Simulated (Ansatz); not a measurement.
# Nb2BC: relaxing a made-up structure, part 2 of 2

Starting from a made-up structure for Nb2BC, the aim is the relaxed cell, its shortest contacts and, where a second run follows, its electronic structure.

Ansatz 0.2.0; DFT, PBEsol, plane-wave PAW, files of the set soft_1, scalar-relativistic, no spin, cell and ions relaxed at zero pressure; PAW set soft_1 (the session's first sound run).

So far: The structure; Relaxing cell and atoms. The relaxed cell has a = 3.151, c = 11.066 Å (conventional setting).

## 3. Electronic structure of the relaxed cell

A second self-consistent run takes a narrower smearing and the mesh shown in its input; the bands follow along the standard path of the relaxed lattice.

This step: DFT, PBEsol, plane-wave PAW, files of the set soft_1, scalar-relativistic, no spin, bands and density of states at the relaxed cell; PAW set soft_1 (Ansatz 0.2.0).

File input.yaml:

```yaml
crystal:
  lattice:
    - [3.1506464668, 0.0, 0.0]
    - [-1.5753232334, 2.7285398785, 0.0]
    - [0.0, 0.0, 11.0661467996]
  atoms:
    - { symbol: Nb, position: [0.6666666667, 0.3333333333, 0.6116486335] }
    - { symbol: Nb, position: [0.3333333333, 0.6666666667, 0.3883513665] }
    - { symbol: Nb, position: [0.3333333333, 0.6666666667, 0.1116486335] }
    - { symbol: Nb, position: [0.6666666667, 0.3333333333, 0.8883513665] }
    - { symbol: C, position: [0.0, 0.0, 0.5] }
    - { symbol: C, position: [0.0, 0.0, 0.0] }
    - { symbol: B, position: [0.3333333333, 0.6666666667, 0.75] }
    - { symbol: B, position: [0.6666666667, 0.3333333333, 0.25] }
kpoints:
  mp_grid: { grid: [12, 12, 4] }
  band_path:
    path:
      - [[0.0, 0.0, 0.0], [0.5, 0.0, 0.0], [0.33333333, 0.33333333, 0.0], [0.0, 0.0, 0.0], [0.0, 0.0, 0.5], [0.5, 0.0, 0.5], [0.33333333, 0.33333333, 0.5], [0.0, 0.0, 0.5]]
      - [[0.5, 0.0, 0.5], [0.5, 0.0, 0.0]]
      - [[0.33333333, 0.33333333, 0.0], [0.33333333, 0.33333333, 0.5]]
    npoints: 8
scf:
  occupations: { method: fermi_dirac, width: 0.03 }
  n_extra_bands: 12
hamiltonian:
  xc: pbesol
  pseudopotentials: { kind: paw, azcp: { folder: soft_1 }, xc_functional: pbe }
output:
  forces: true
  stress: true
  write_bands: true
  dos: { projected: true }
  write_density: true
  write_potential: true
  elf: true
  volumetric_format: npy
```

Run with:

```sh
$ ansatz run input.yaml --threads 4 --pin off --max-ram 10240MiB --backend cpu --events-out ev --progress --plain --runs-dir out
```

Numbers of over 12 decimals in the logs are rounded to 6 here.

The program printed:

```text
[...]
Crystal: 8 atoms, lattice volume = 95.132 Å³
Basis set: ecut = 420 eV, 1861 PW (Γ), exchange–correlation on 48×48×150 points (8 copies of the dense FFT grid, shifted against one another)
Bands: 45, of which v1, the nominal top of the filled ones, is band 33 counted from 1 (32 counted from 0)
Symmetry: 24 space group operations
[...]
k-points: 57 of 576
[...]
SCF iter   1: F=—  HF=-18792.620232 eV  |F-HF|=—  |Δ(HF+E_count)|=         —  Δρ=1.49e-1  dr2=3.63e1  ethr=3.10e-3  ⟨swp⟩=6.0  Hψ=9788  notcnv=0  defer=39
[...]
SCF iter   8: F=-18784.340855 eV  HF=-18784.340855 eV  |F-HF|=1.19e-8  |Δ(HF+E_count)|=   1.57e-7  Δρ=5.65e-6  dr2=3.18e-8  ethr=1.52e-10  ⟨swp⟩=15.1  Hψ=17080  notcnv=0
SCF 1 converged in 8 iterations: F = -18784.340855 eV  dr2 = 3.18e-8
[...]
NSCF: frozen V_eff on 75 k-points
SCF converged after 8 iterations
Free energy (F): -18784.340855 eV
[...]
Internal energy: -18784.330356 eV  (E = F + TS)
E sigma→0 (E₀):  -18784.335606 eV
Entropy (-TS):   -0.010499 eV (-1.312 meV/atom)
Fermi energy:    16.508006 eV
[...]
--- Forces (eV/Å), atoms counted from 1 ---
  atom   1  Nb    -0.00000000     0.00000000    -0.08288494
  atom   2  Nb     0.00000000    -0.00000000     0.08288494
  atom   3  Nb     0.00000000    -0.00000000    -0.08288494
  atom   4  Nb     0.00000000     0.00000000     0.08288494
  atom   5  C      0.00000000    -0.00000000    -0.00000000
  atom   6  C     -0.00000000    -0.00000000    -0.00000000
  atom   7  B     -0.00000000    -0.00000000     0.00000000
  atom   8  B     -0.00000000     0.00000000     0.00000000
  max |Σ_I F_I| component: 2.78e-17 eV/Å
--- Stress (GPa, compression-positive) ---
       -0.607121       0.000000       0.000000
       -0.000000      -0.607121       0.000000
        0.000000       0.000000       0.951533
  P = ⅓ Tr σ = -0.0876 GPa (-0.876 kbar)
--- Band table (eV; the first three rows and the last of 57) ---
  k-point 0: bands = [... 29 lower, 15.6713, 16.5060, 16.5060, 16.6896, 16.6896, 17.8122, 18.1915, 18.1915, ... 8 higher]
  k-point 1: bands = [... 29 lower, 15.8013, 16.3873, 16.3873, 16.7892, 16.7892, 17.6750, 17.6750, 17.8624, ... 8 higher]
  k-point 2: bands = [... 29 lower, 16.1017, 16.1017, 16.1017, 17.1113, 17.1113, 17.1113, 17.1113, 18.0399, ... 8 higher]
  k-point 56: bands = [... 29 lower, 14.0715, 15.2833, 15.2833, 17.1519, 17.1519, 18.2180, 18.2180, 18.9930, ... 8 higher]
```

The job ended after 7.3 s (4 threads of Arm Neoverse V1, shared host; peak memory 0.55 GiB).

Reading the cycles: dr2 is the Hartree energy of the density residual (eV), the measure of convergence; HF is the Harris–Foulkes estimate of the energy, which meets the free energy F at convergence.

This step gave:

| Item | Value |
| --- | --- |
| free energy | -18784.3409 eV |
| energy at zero smearing | -18784.3356 eV |
| smearing term TS | 0.01050 eV |
| Fermi energy | 16.51 eV |
| pressure | -0.08757 GPa |

From bands.tsv, the bands that come nearest the Fermi level along the path, at its corners, in eV from the Fermi level:

```tsv
point	band 30	band 31	band 32	band 33	band 34	band 35	band 36	band 37
Γ	-0.84	0.00	0.00	0.18	0.18	1.30	1.68	1.68
M	-1.56	-0.82	-0.69	-0.63	1.12	1.41	2.73	2.84
K	-2.40	-1.24	-1.24	-0.01	1.62	1.62	1.65	2.75
Γ	-0.84	0.00	0.00	0.18	0.18	1.30	1.68	1.68
A	-0.41	-0.41	-0.41	0.60	0.60	0.60	0.60	1.53
L	-2.07	-0.77	-0.77	0.09	0.09	2.03	2.03	3.20
H	-2.44	-1.22	-1.22	0.64	0.64	1.71	1.71	2.48
A	-0.41	-0.41	-0.41	0.60	0.60	0.60	0.60	1.53
L	-2.07	-0.77	-0.77	0.09	0.09	2.03	2.03	3.20
M	-1.56	-0.82	-0.69	-0.63	1.12	1.41	2.73	2.84
K	-2.40	-1.24	-1.24	-0.01	1.62	1.62	1.65	2.75
H	-2.44	-1.22	-1.22	0.64	0.64	1.71	1.71	2.48
```

Counts of states for the cell as run, both spins, by energy window (eV from the Fermi level):

```
from  to  total
  -8  -7   1.49
  -7  -6   2.36
  -6  -5   2.63
  -5  -4   4.28
  -4  -3   6.95
  -3  -2   3.45
  -2  -1   5.30
  -1   0   3.57
   0   1   2.52
   1   2   3.17
```

Below -8 eV lie 36.0 more states.

Force by atom:

| atom | x (eV/Å) | y (eV/Å) | z (eV/Å) | size |
| --- | --- | --- | --- | --- |
| Nb1 | 0.0000 | 0.0000 | -0.0829 | 0.0829 |
| Nb2 | 0.0000 | 0.0000 | 0.0829 | 0.0829 |
| Nb3 | 0.0000 | 0.0000 | -0.0829 | 0.0829 |
| Nb4 | 0.0000 | 0.0000 | 0.0829 | 0.0829 |
| C5 | 0.0000 | 0.0000 | 0.0000 | 0.0000 |
| C6 | 0.0000 | 0.0000 | 0.0000 | 0.0000 |
| B7 | 0.0000 | 0.0000 | 0.0000 | 0.0000 |
| B8 | 0.0000 | 0.0000 | 0.0000 | 0.0000 |

ELF in the ac plane at fractional y = 0.333, with atoms of Nb and B within 0.2 Å of it. It is the smooth field of the valence electrons, not physical close to the nuclei.

Ten even steps from '_' (0.07) to '@' (0.78), each cell a mean:
```
++##%%%%##++--::::--======--::::
..--==++--..::++%%%%%%%%%%%%**--
....::::....==%%@@##::::++@@@@++
..::====--..::++%%%%%%%%%%%%**--
==++**##**==--::::--======--::::
############**++++==========++**
**########**++==--------------++
::==++**++--::::==**####**++--::
....----::..--##@@%%++++##@@%%==
....----::..--##@@##==--**@@%%==
::==****++--::--++##%%%%%%**==::
**##%%%%%%**==::......::....::==
++++++++++++==--::::....::::--==
..::----::::......::::::::::....
..--====--::....::--++++==::....
....::::....::==**%%@@@@@@##==::
==::......--++%%@@%%%%%%%%@@%%**
##++----==**%%%%**::____..==%%%%
**==::::--++##%%##++--::==**%%%%
::........::==**%%@@@@@@@@@@##==
..::----::::..::==**##%%##++--..
..::------::......::------::....
::----------::::::::::::::::::::
**########**++--::........::--++
```
Columns run along a (3.2 Å), rows up along c (11.1 Å). Atoms in or near the plane, at fractional coordinates: Nb at (0.67, 0.61), Nb at (0.67, 0.89), B at (0.67, 0.25).

Electrostatic potential energy in the ac plane at fractional y = 0.333, with atoms of Nb and B within 0.2 Å of it. With pseudopotentials it is smooth inside the atoms' cores, unlike the true potential.

Values in eV, 24 rows by 16 columns, each cell a mean:
```
 14  15  15  15  15  15  13   9   3  -3  -7  -7  -4   1   7  12
  9  14  16  16  15  11   3 -11 -26 -38 -43 -43 -40 -31 -16  -1
  6  13  16  16  14   9  -4 -23 -41 -50 -50 -50 -50 -45 -29 -10
 10  15  17  17  16  12   4  -9 -24 -36 -41 -42 -38 -28 -14   1
 15  16  17  17  16  16  14  11   5   0  -4  -4  -1   4   9  13
 17  16  15  15  15  16  17  17  17  16  15  15  16  16  17  17
 17  16  16  16  16  16  16  15  14  12  11  11  12  14  15  16
 14  16  17  17  16  14  11   3  -6 -15 -21 -21 -17  -9   0   9
  8  14  16  17  15  10  -1 -18 -34 -46 -49 -49 -47 -39 -23  -6
  6  13  16  16  14   9  -3 -21 -38 -49 -50 -50 -49 -43 -27  -8
 12  15  16  16  15  13   8  -1 -13 -23 -29 -30 -26 -17  -5   5
 15  15  14  14  15  15  15  13  11   8   6   6   7  10  13  14
 14  12  11  11  12  13  15  16  17  17  17  17  17  17  16  15
  9   6   3   2   4   7  11  14  16  17  18  18  18  17  15  13
  6   0  -4  -5  -2   3   8  13  15  17  18  18  18  16  14  11
 10   7   4   4   5   9  12  14  16  16  16  16  16  16  15  13
 15  15  15  14  15  15  15  13   8   1  -5  -5  -1   6  12  15
 17  18  18  18  18  17  15   7 -10 -23 -25 -24 -25 -15   3  13
 16  17  17  17  17  17  15  10  -2 -16 -21 -21 -18  -7   7  14
 14  12  11  10  11  13  14  14  13  11   8   8  10  13  14  14
  8   3  -1  -2   1   5  10  13  16  17  18  18  17  16  15  12
  6   1  -3  -4  -1   4   9  13  16  17  18  18  18  16  14  11
 12   9   7   7   8  11  13  15  17  18  18  18  18  17  16  14
 15  14  13  12  13  15  16  16  16  15  15  15  15  16  16  16
```
Columns run along a (3.2 Å; values clipped at the 3rd and 97th percentile), rows up along c (11.1 Å). Atoms in or near the plane, at fractional coordinates: Nb at (0.67, 0.61), Nb at (0.67, 0.89), B at (0.67, 0.25).

Valence density in the ac plane at fractional y = 0.333, with atoms of Nb and B within 0.2 Å of it. It is the smooth field of the valence electrons, not physical close to the nuclei.

Values in e/Å³, 24 rows by 16 columns, each cell a mean:
```
0.4 0.4 0.5 0.5 0.5 0.4 0.4 0.5 0.6 0.9 1.1 1.2 1.0 0.7 0.5 0.4
0.4 0.3 0.3 0.3 0.3 0.4 0.6 1.3 2.5 3.7 4.3 4.4 4.0 2.9 1.6 0.8
0.5 0.3 0.2 0.2 0.3 0.4 0.8 2.1 3.9 5.1 4.9 4.8 5.1 4.5 2.7 1.1
0.4 0.3 0.2 0.2 0.3 0.3 0.5 1.2 2.3 3.4 4.0 4.1 3.7 2.7 1.5 0.7
0.3 0.3 0.3 0.3 0.3 0.3 0.3 0.4 0.6 0.8 1.0 1.0 0.9 0.6 0.4 0.3
0.3 0.3 0.3 0.3 0.3 0.3 0.3 0.3 0.3 0.3 0.3 0.3 0.3 0.3 0.3 0.3
0.3 0.3 0.3 0.3 0.3 0.3 0.3 0.3 0.3 0.4 0.4 0.4 0.4 0.3 0.3 0.3
0.3 0.3 0.3 0.3 0.3 0.3 0.4 0.6 1.1 1.7 2.1 2.2 1.8 1.3 0.7 0.4
0.4 0.3 0.2 0.2 0.3 0.3 0.7 1.7 3.3 4.5 4.8 4.8 4.7 3.8 2.2 0.9
0.5 0.3 0.3 0.3 0.3 0.4 0.8 1.9 3.6 4.8 4.9 4.9 5.0 4.2 2.4 1.1
0.4 0.4 0.4 0.4 0.4 0.4 0.5 0.8 1.5 2.3 2.9 3.0 2.6 1.8 1.0 0.6
0.4 0.5 0.5 0.5 0.5 0.4 0.4 0.4 0.4 0.4 0.5 0.5 0.5 0.4 0.4 0.4
0.4 0.5 0.6 0.6 0.5 0.4 0.3 0.3 0.2 0.2 0.2 0.2 0.2 0.2 0.3 0.3
0.4 0.6 0.7 0.8 0.7 0.5 0.4 0.3 0.2 0.2 0.2 0.2 0.2 0.2 0.2 0.3
0.5 0.7 0.9 0.9 0.8 0.6 0.4 0.3 0.2 0.2 0.2 0.2 0.2 0.2 0.3 0.3
0.4 0.4 0.5 0.5 0.5 0.4 0.4 0.3 0.3 0.4 0.4 0.4 0.4 0.4 0.3 0.3
0.3 0.3 0.2 0.2 0.3 0.3 0.3 0.4 0.5 0.6 0.7 0.7 0.6 0.5 0.4 0.4
0.3 0.2 0.2 0.2 0.2 0.3 0.4 0.5 0.6 0.6 0.5 0.5 0.6 0.6 0.5 0.4
0.3 0.2 0.2 0.2 0.2 0.3 0.4 0.5 0.6 0.7 0.6 0.6 0.7 0.6 0.5 0.4
0.3 0.3 0.3 0.3 0.3 0.3 0.3 0.4 0.4 0.5 0.5 0.6 0.5 0.5 0.4 0.3
0.4 0.6 0.7 0.7 0.7 0.5 0.4 0.3 0.3 0.3 0.3 0.3 0.3 0.3 0.3 0.3
0.5 0.7 0.9 0.9 0.8 0.6 0.4 0.3 0.2 0.2 0.2 0.2 0.2 0.2 0.2 0.3
0.4 0.5 0.6 0.6 0.6 0.5 0.3 0.3 0.2 0.2 0.2 0.2 0.2 0.2 0.2 0.3
0.4 0.5 0.6 0.6 0.5 0.4 0.4 0.3 0.3 0.2 0.2 0.2 0.2 0.2 0.3 0.3
```
Columns run along a (3.2 Å), rows up along c (11.1 Å). Atoms in or near the plane, at fractional coordinates: Nb at (0.67, 0.61), Nb at (0.67, 0.89), B at (0.67, 0.25).

## 4. Outcome

```yaml
space_group_relaxed: P6_3/mmc
conventional_cell: a = 3.151, b = 3.151, c = 11.066 Å; α = 90.0°, β = 90.0°, γ = 120.0°
volume_per_atom: 11.89 Å³ (guess 11.85)
```

What this shows: Nb2BC relaxes to P6_3/mmc with a = 3.151, b = 3.151 and c = 11.066 Å. The guessed volume was near the relaxed one. The space group P6_3/mmc was held in the relaxation, so the end point is a stationary structure within it and may be a saddle against distortions or other arrangements. Bands cross the Fermi level, so it is a metal or semimetal at this level. On the 12×12×4 mesh with the narrower smearing (relaxed on 10×10×2) the largest force component is 0.083 eV/Å and the largest stress component is 0.952 GPa, against the relaxation's thresholds of 0.015 eV/Å and 0.05 GPa. The cutoff wasn't tested. A vector of the cell changed its length by 12 %, more than the volume shows. No dispersion term is used, so weakly bound directions may come out too long. The runs have no spin, and magnetism wasn't tested. Nothing here tests whether the compound is stable against decomposition.

[Logs are printed without paths, hosts, clocks, repeated set-up lines and the standing remarks that a program may print on its own settings, such as how far it seeks lower states.]

[Hosts, paths, dates, database ids (printed as entryN), source tags and the programs' standing remarks are cut or masked in the printed files.]
